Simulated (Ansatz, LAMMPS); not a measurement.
# Elastic response of glassy 77SiO2-6B2O3-8CaO-8MgO (mol %) (142 atoms), part 4 of 4

Aim: relax glassy 77SiO2-6B2O3-8CaO-8MgO (mol %) (142 atoms), then change its volume and shape to read moduli from the stress.

Ansatz 0.2.0; Kohn-Sham DFT, PBE, PAW (set soft_2), plane waves.

The cell: 37 Si, 6 B, 4 Ca, 4 Mg and 91 O. The quench rate of 100 K/ps is many orders above laboratory rates. The starting topology of bonds comes from the classical model. Only the Γ point is sampled.

So far. Step 11 (Compressed by 1 % along x): The relaxation converged after 7 steps, 0.119 eV below its start, with a largest force component of 0.030 eV/Å. Step 11 (Compressed by 1 % along x): Compressed by 1 % along x: the energy stands 0.0642 eV above that of the reference, at a pressure of 0.551 GPa.

**12. Sheared by 2 % in xy**

A shear of the relaxed cell gives the modulus that volume changes can't reach.

input.yaml

```yaml
crystal:
  lattice:
    - [12.19344, 0.13716, 0.27541]
    - [0.14201, 12.67798, 0.0718]
    - [0.27613, 0.07455, 12.70541]
  atoms:
    [... the 142 atom lines of step 4 ...]
kpoints:
  mp_grid: { grid: [1, 1, 1] }
hamiltonian:
  xc: pbe
scf:
  occupations: { method: fermi_dirac, width: 0.025 }
output:
  forces: true
  eigenvalues: true
  stress: true
relax:
  f_tol: 0.05
  max_steps: 70
```

Command:

```
$ ansatz run input.yaml --threads 4 --pin off --max-ram 8192MiB --backend cpu --events-out ev --progress --plain --runs-dir out
```

Numbers of over 12 decimals in the logs are rounded to 6 here.

What it wrote:

```text
[...]
Crystal: 142 atoms, lattice volume = 1962.835 Å³
Basis set: ecut = 420 eV, 38375 PW (Γ), exchange–correlation on 180×180×180 points (8 copies of the dense FFT grid, shifted against one another)
Bands: 538, of which v1, the nominal top of the filled ones, is band 396 counted from 1 (395 counted from 0)
Symmetry: 1 space group operations
[...]
k-points: 1
[...]
SCF iter   1: F=—  HF=-91210.292130 eV  |F-HF|=—  |Δ(HF+E_count)|=         —  Δρ=2.32e-3  dr2=1.35e-1  ethr=1.77e-3  ⟨swp⟩=8.0  Hψ=2817  notcnv=0  defer=112
[...]
SCF iter   6: F=-91210.283369 eV  HF=-91210.283368 eV  |F-HF|=1.05e-6  |Δ(HF+E_count)|=   2.65e-6  Δρ=1.87e-5  dr2=4.81e-6  ethr=7.89e-9  ⟨swp⟩=16.0  Hψ=3483  notcnv=0
SCF 1 converged in 6 iterations: F = -91210.283369 eV  dr2 = 4.81e-6
[...]
relax step   1: F+E_penalty+E_count = -91210.28336931 eV  Δ(F+E_penalty+E_count) = +0.000e0 eV  max|allowed force component| = 6.749e-1 eV/Å  Δτ_max = 0.0000 Å  (6 SCF iters, dr2 threshold 6.25e-5 eV, accepted)
[...]
relax step   2: F+E_penalty+E_count = -91210.40715515 eV  Δ(F+E_penalty+E_count) = -1.238e-1 eV  max|allowed force component| = 3.907e-1 eV/Å  Δτ_max = 0.0203 Å  (5 SCF iters, dr2 threshold 2.85e-5 eV, accepted)
[...]
relax step   3: F+E_penalty+E_count = -91210.47842871 eV  Δ(F+E_penalty+E_count) = -7.127e-2 eV  max|allowed force component| = 1.086e-1 eV/Å  Δτ_max = 0.0287 Å  (6 SCF iters, dr2 threshold 9.54e-6 eV, accepted)
relax step   4: F+E_penalty+E_count = -91210.48385321 eV  Δ(F+E_penalty+E_count) = -5.424e-3 eV  max|allowed force component| = 5.446e-2 eV/Å  Δτ_max = 0.0122 Å  (7 SCF iters, accepted)
relax step   5: F+E_penalty+E_count = -91210.47313052 eV  Δ(F+E_penalty+E_count) = +1.072e-2 eV  max|allowed force component| = 1.433e-1 eV/Å  Δτ_max = 0.0638 Å  (9 SCF iters, rejected (line search))
[...]
relax step   6: F+E_penalty+E_count = -91210.49272990 eV  Δ(F+E_penalty+E_count) = -8.877e-3 eV  max|allowed force component| = 3.356e-2 eV/Å  Δτ_max = 0.0311 Å  (8 SCF iters, accepted)
SCF converged after 8 iterations
Free energy (F): -91210.492730 eV
[...]
Internal energy: -91210.492730 eV  (E = F + TS)
E sigma→0 (E₀):  -91210.492730 eV
Fermi energy:    5.053519 eV
[...]
--- Forces (eV/Å), atoms counted from 1 ---
  atom   1  Si     0.01480614    -0.00391494     0.01009426
  atom   2  Si    -0.01373752    -0.01312198    -0.00892668
  atom   3  Si     0.00174111    -0.00577837     0.00069964
  atom   4  Si    -0.00027431    -0.00726005    -0.00030109
  atom   5  Si     0.00694909     0.01325342    -0.01315646
  atom   6  Si    -0.00805101     0.00230494     0.01527456
  atom   7  Si    -0.00402464     0.00179471    -0.02338071
  atom   8  Si     0.00630776    -0.00708257     0.00126003
  atom   9  Si    -0.01821771     0.00645574    -0.00978840
  atom  10  Si    -0.01116621    -0.00192066    -0.00136024
  atom  11  Si     0.01985326     0.00135368     0.01922333
  atom  12  Si    -0.00309268    -0.00504140     0.00661741
  atom  13  Si    -0.00885399     0.00689512    -0.00244287
  atom  14  Si    -0.00003878    -0.01955398    -0.00639689
[...]
atom 141  O      0.00201157     0.00617899    -0.01134433
  atom 142  O     -0.00321480     0.00499736    -0.01212379
  max |Σ_I F_I| component: 6.65e-5 eV/Å
--- Stress (GPa, compression-positive) ---
       -0.109501      -0.681562      -0.045869
       -0.681562      -0.144690       0.028423
       -0.045872       0.028420      -0.086698
  P = ⅓ Tr σ = -0.1136 GPa (-1.136 kbar)
--- Band table (eV) ---
[...]
--- Relaxed structure (6 steps of the walk, 5 accepted, 0 SCFs on fresh bases) ---
  F+E_penalty+E_count = -91210.49272990 eV   max|allowed force component| = 3.356e-2 eV/Å
  atoms:
    - { symbol: Si, position: [0.275045, 0.279060, 0.470963] }
    - { symbol: Si, position: [0.229381, 0.397634, 0.665530] }
    - { symbol: Si, position: [0.982682, 0.540832, 0.464352] }
    - { symbol: Si, position: [0.608490, 0.362535, 0.150067] }
[...]
- { symbol: O, position: [0.168247, 0.212903, 0.440364] }
```

Elapsed: 2.6 min, on 4 threads of Intel Xeon Platinum 8488C (Sapphire Rapids), shared host; peak memory 3.2 GiB; 9.8 min of CPU time.

The relaxation converged after 6 steps, 0.209 eV below its start, with a largest force component of 0.034 eV/Å.

Sheared by 2 % in xy: the energy stands 0.0799 eV above that of the reference, at a pressure of -0.114 GPa.

**13. Pressure against volume**

Atoms are relaxed at each volume, in the scaled cell.

| volume change (%) | volume (Å³/atom) | energy change (meV/atom) | pressure (GPa) | largest move on relaxing (Å) | bonds | gap (eV) |
| --- | --- | --- | --- | --- | --- | --- |
| -10 | 12.442 | 22.34 | 5.27 | 0.86 | 210 | 4.24 |
| -6 | 12.995 | 8.19 | 3.16 | 0.29 | 209 | 4.15 |
| -3 | 13.409 | 2.09 | 1.60 | 0.11 | 207 | 4.03 |
| +0 | 13.824 | 0.00 | 0.00 | - | 207 | 3.90 |
| +3 | 14.239 | 1.91 | -1.51 | 0.11 | 206 | 3.76 |
| +6 | 14.654 | 7.57 | -2.81 | 0.27 | 202 | 3.65 |

**14. Uniaxial strain and shear**

Stress (GPa, compression positive) less that of the relaxed cell, atoms relaxed:

```
                   strain      xx      yy      zz      xy  energy change (meV/atom)
 stretched by 1 % along x  -1.045  -0.335  -0.323  -0.053                      0.41
compressed by 1 % along x   1.003   0.344   0.314   0.042                      0.45
     sheared by 2 % in xy  -0.106  -0.144  -0.083  -0.675                      0.56
```

**15. Findings**

The bulk modulus, from the slope of pressure against ln V over the three points nearest the relaxed volume, is 51.9 GPa; between neighbouring points the slope runs 49, 50, 53, 51 and 45 GPa from the smallest volume up, without a steady fall, so no pressure derivative is given. The count of bonds runs from 202 to 210 over the series, so at some points contacts cross the cutoffs. At -10 % some atom moved by over 0.5 Å on relaxing, so that point may sit in another local minimum. The gap goes from 4.24 eV at the smallest volume to 3.65 eV at the largest, -3.7 eV per unit of ln V by a straight line, on the run's k-points. In the Cartesian axes of the cell, finite differences give C11 = 102, C12 = 33.9, C13 = 31.9 and C66 = 33.7 GPa (the shear of 2 % is the engineering strain, εxy = 0.01). The mean of C11, C12 and C13, which equals the bulk modulus in a cubic or isotropic solid, is 56.1 GPa: it agrees with the bulk modulus within 10 %. For an isotropic solid C66 would equal (C11 − C12)/2 = 34.2 GPa; so small a sample needn't be isotropic, and C66 rests on one shear. With the bulk modulus and C66 as K and G, Young's modulus would be about 83 GPa and Poisson's ratio 0.23.

**Limits.** Strains are finite and relaxations stop at the force tolerance of the input, which can leave moduli too stiff; they are those of a static cell at zero temperature. Volumes are changed with the cell's shape held, so in an anisotropic solid the modulus lies over the one under free hydrostatic load. The program notes that the SCF threshold of the relaxations is loose for the stress.

The DFT runs together took 42 min of wall time.

[Logs are printed without paths, hosts, clocks, repeated set-up lines and the standing remarks that a program may print on its own settings, such as how far it seeks lower states.]

[Hosts, paths, dates, database ids (printed as entryN), source tags and the programs' standing remarks are cut or masked in the printed files.]
